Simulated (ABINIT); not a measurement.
# Beyond one shot: BaTiO3 (P4mm), part 4 of 4

Aim: iterate the self-energy on BaTiO3 (P4mm) and follow the gap from cycle to cycle.

ABINIT 10.8.3; PBE and many-body steps on it, plane waves. Known limits of the many-body steps: not at the basis limit; no spin-orbit coupling; coarse k mesh.

So far. Step 17 (evGW, cycle 3): Against the cycle before, the gap moves by +0.011 eV.

## 19. Screening, 4×4×4 mesh, 79 bands, screening to 106.1 eV

This step: RPA screening on PBE from quasiparticle energies, plane waves, norm-conserving pseudopotentials.

Contents of run.abi:

```
acell 3*1.0 Angstrom
rprim 
  3.990480000000 0.000000000000 0.000000000000
  0.000000000000 3.990480000000 0.000000000000
  0.000000000000 0.000000000000 4.023030000000
ntypat 3
znucl 56 22 8
natom 5
typat 1 2 3 3 3
xred 
  0.000000000000 0.000000000000 0.000000000000
  0.500000000000 0.500000000000 0.522000000000
  0.500000000000 0.500000000000 0.979000000000
  0.500000000000 0.000000000000 0.488000000000
  0.000000000000 0.500000000000 0.488000000000
pp_dirpath "pseudos"
pseudos "Ba.upf, Ti.upf, O.upf"
ecut 38
ngkpt 4 4 4
nshiftk 1
shiftk 0 0 0
kptopt 1
chksymbreak 0
istwfk *1
occopt 1
irdwfk 1
optdriver 3
nband 79
ecuteps 3.9
inclvkb 2
awtr 1
symchi 1
irdqps 1
gwcalctyp 10
nqptdm 17
qptdm 
  0.2500000000 0.0000000000 0.0000000000
  0.5000000000 0.0000000000 0.0000000000
  0.2500000000 0.2500000000 0.0000000000
  0.5000000000 0.2500000000 0.0000000000
  0.5000000000 0.5000000000 0.0000000000
  0.0000000000 0.0000000000 0.2500000000
  0.2500000000 0.0000000000 0.2500000000
  0.5000000000 0.0000000000 0.2500000000
  0.2500000000 0.2500000000 0.2500000000
  0.5000000000 0.2500000000 0.2500000000
  0.5000000000 0.5000000000 0.2500000000
  0.0000000000 0.0000000000 0.5000000000
  0.2500000000 0.0000000000 0.5000000000
  0.5000000000 0.0000000000 0.5000000000
  0.2500000000 0.2500000000 0.5000000000
  0.5000000000 0.2500000000 0.5000000000
  0.5000000000 0.5000000000 0.5000000000
indata_prefix "in"
outdata_prefix "out"
tmpdata_prefix "tmp"
```

Contents of mrgscr.stdin:

```
2
merged
q0_SCR
out_SCR
1
```

Command:

```bash
OMP_NUM_THREADS=1 mpirun -n 4 abinit run.abi > log; mrgscr < mrgscr.stdin
```

Numbers of over 12 decimals in the logs are rounded to 6 here.

What it wrote:

```text
.Version 10.8.3 of ABINIT. v10.8.2 released Aug 2026.

 Symmetries : space group P4 m m (# 99); Bravais tP (primitive tetrag.)
[... echo of the input left out ...]
== DATASET  1 ==================================================================
-   mpi_nproc: 4, omp_nthreads: 1 (-1 if OMP is not activated)

--- !DatasetInfo
iteration_state: {dtset: 1, }
dimensions: {natom: 5, nkpt: 18, mband: 79, nsppol: 1, nspinor: 1, nspden: 1, mpw: 4868, }
cutoff_energies: {ecut:  38.0, pawecutdg:  -1.0, }
[...]
q-point number  1        q = ( 0.250000, 0.000000, 0.000000) [r.l.u.]
--------------------------------------------------------------------------------
[... chi0 elements left out ...]
  Average fulfillment of the sum rule on Im[epsilon] for q-point    2 :     71.59  [%]

--------------------------------------------------------------------------------
  q-point number  2        q = ( 0.500000, 0.000000, 0.000000) [r.l.u.]
--------------------------------------------------------------------------------
[... chi0 elements left out ...]
  Average fulfillment of the sum rule on Im[epsilon] for q-point    3 :     63.74  [%]

 [... 15 further q-points ...]
```

Wall time 58 s (4 MPI ranks of Arm Neoverse V2, shared host); peak memory 1.2 GiB.

This step gave:

```
plasma frequency                    : 29.34 eV
plane waves in the screening matrix : 171
```

This screening reads the quasiparticle levels of the cycle before.

## 20. evGW, cycle 4

This step: evGW on PBE, plane waves, norm-conserving pseudopotentials.

run.abi: that of step 19 with these lines changed.

```diff
@@ -26,12 +26,10 @@
 irdwfk 1
-optdriver 3
+optdriver 4
 nband 79
-ecuteps 3.9
-inclvkb 2
-awtr 1
-symchi 1
-irdqps 1
 gwcalctyp 10
-nqptdm 17
-qptdm 
+ecutsigx 38
+symsigma 1
+nkptgw 18
+kptgw 
+  0.0000000000 0.0000000000 0.0000000000
   0.2500000000 0.0000000000 0.0000000000
@@ -53,2 +51,25 @@
   0.5000000000 0.5000000000 0.5000000000
+bdgw 
+  12 24
+  12 24
+  12 24
+  12 24
+  12 24
+  12 24
+  12 24
+  12 24
+  12 24
+  12 24
+  12 24
+  12 24
+  12 24
+  12 24
+  12 24
+  12 24
+  12 24
+  12 24
+ecuteps 3.9
+irdscr 1
+ppmodel 1
+irdqps 1
 indata_prefix "in"
```

Command:

```bash
OMP_NUM_THREADS=1 mpirun -n 4 abinit run.abi > log
```

What it wrote:

```text
.Version 10.8.3 of ABINIT. v10.8.2 released Aug 2026.

 Symmetries : space group P4 m m (# 99); Bravais tP (primitive tetrag.)
[... echo of the input left out ...]
== DATASET  1 ==================================================================
-   mpi_nproc: 4, omp_nthreads: 1 (-1 if OMP is not activated)

--- !DatasetInfo
iteration_state: {dtset: 1, }
dimensions: {natom: 5, nkpt: 18, mband: 79, nsppol: 1, nspinor: 1, nspden: 1, mpw: 4868, }
cutoff_energies: {ecut:  38.0, pawecutdg:  -1.0, }
[...]
.  kptgw no:  3; Maximum DeltaE = (  -0.000   0.000) for band index:  3
[...]
.  kptgw no: 17; Maximum DeltaE = (  -0.000   0.000) for band index:  1
.  kptgw no: 18; Maximum DeltaE = (   0.002   0.001) for band index:  1

== END DATASET(S) ==============================================================
================================================================================

 -outvars: echo values of variables after computation  --------
           etotal      0.0000000000E+00
            nband          79
             nkpt          18
          spgroup          99
 [... the other variables as echoed above ...]

 Calculation completed.
```

Run time: 3.8 min. Hardware: 4 MPI ranks; peak memory 2.3 GiB.

Numbers from this step:

| Item | Value |
| --- | --- |
| quasiparticle gap on the mesh | 4.395 eV |
| gap of the density functional on the mesh | 1.851 eV |
| k of the valence top | 0.5, 0.5, 0.5 |
| k of the conduction bottom | 0, 0, 0 |
| least direct quasiparticle gap on the computed points | 4.736 eV |

Against the cycle before, the gap moves by +0.001 eV.

## 21. The runs together

Times are wall times on 4 MPI ranks of Arm Neoverse V2, shared host, good to a factor of about two. A run's time includes the screening step that it read.

```
           run   mesh  bands  screening cutoff (eV)  DFT gap (eV)  gap on the mesh (eV)  direct (eV)  ε∞ used     time
          G0W0  4×4×4     79                  106.1         1.851                 3.433        3.811     5.80     85 s
evGW0, cycle 1  4×4×4     79                  106.1         1.851                 3.867        4.249     5.80    5 min
evGW0, cycle 2  4×4×4     79                  106.1         1.851                 3.820        4.194     5.80    5 min
evGW0, cycle 3  4×4×4     79                  106.1         1.851                 3.800        4.178     5.80    5 min
evGW0, cycle 4  4×4×4     79                  106.1         1.851                 3.806        4.183     5.80    5 min
 evGW, cycle 1  4×4×4     79                  106.1         1.851                 4.308        4.652     4.59  5.1 min
 evGW, cycle 2  4×4×4     79                  106.1         1.851                 4.383        4.725     4.41  5.1 min
 evGW, cycle 3  4×4×4     79                  106.1         1.851                 4.394        4.735     4.39  5.1 min
 evGW, cycle 4  4×4×4     79                  106.1         1.851                 4.395        4.736     4.38  5.1 min
```

## 22. Summary of results

| Item | Value |
| --- | --- |
| G0W0 | 3.433 eV |
| evGW0, cycle 1 | 3.867 eV |
| evGW0, cycle 2 | 3.820 eV |
| evGW0, cycle 3 | 3.800 eV |
| evGW0, cycle 4 | 3.806 eV |
| evGW, cycle 1 | 4.308 eV |
| evGW, cycle 2 | 4.383 eV |
| evGW, cycle 3 | 4.394 eV |
| evGW, cycle 4 | 4.395 eV |
| known limits | not at the basis limit; no spin-orbit coupling; coarse k mesh |

In words: Only the bands that the input lists are updated; the others, empty or deep, keep the functional's energies or take a rigid shift. The evGW loop starts from the last levels of evGW0, so its cycles and time come on top of those. evGW0 ends at 3.81 eV, +0.37 eV from G0W0, after 4 cycles that took 15 min beside the first screening; the last moved the gap by 0.006 eV. evGW ends at 4.39 eV, +0.96 eV from G0W0, after 4 cycles that took 20 min beside the first screening; the last moved the gap by 0.001 eV. The first cycle of evGW0 takes the full correction, without the factor Z, so it overshoots the one-shot value. Bands and cutoff are finite, so the gap is not at the basis limit. The miss can reach some tenths of an eV and take either sign; the mesh is an error of its own. The 4×4×4 mesh is coarse for this cell, which bears on the long-range parts of exchange and screening. In the updated screening the q = 0 part is built from Kohn-Sham bands under a rigid shift, the other q from the quasiparticle levels. The many-body steps are scalar-relativistic: spin-orbit coupling is not in them.

[Paths, hosts, dates, memory and timing lines, banners, echoed tables and standing remarks are left out of the program output.]

[Logs are printed without paths, hosts, clocks, repeated set-up lines and the standing remarks that a program may print on its own settings, such as how far it seeks lower states.]

[Runs of the session that timed out or met a known fault of the program may be left out.]

[Hosts, paths, dates, database ids (printed as entryN), source tags and the programs' standing remarks are cut or masked in the printed files.]

[G0W0 gaps are taken among the corrected bands and points alone; a level outside them can change the order at an edge.]

[Where Ansatz stands beside ABINIT at settings called matched, ABINIT's density can come from a denser mesh and the files from another edition; pairs whose starting gaps differed by over 0.03 eV were left out, so agreement reads better than it is.]
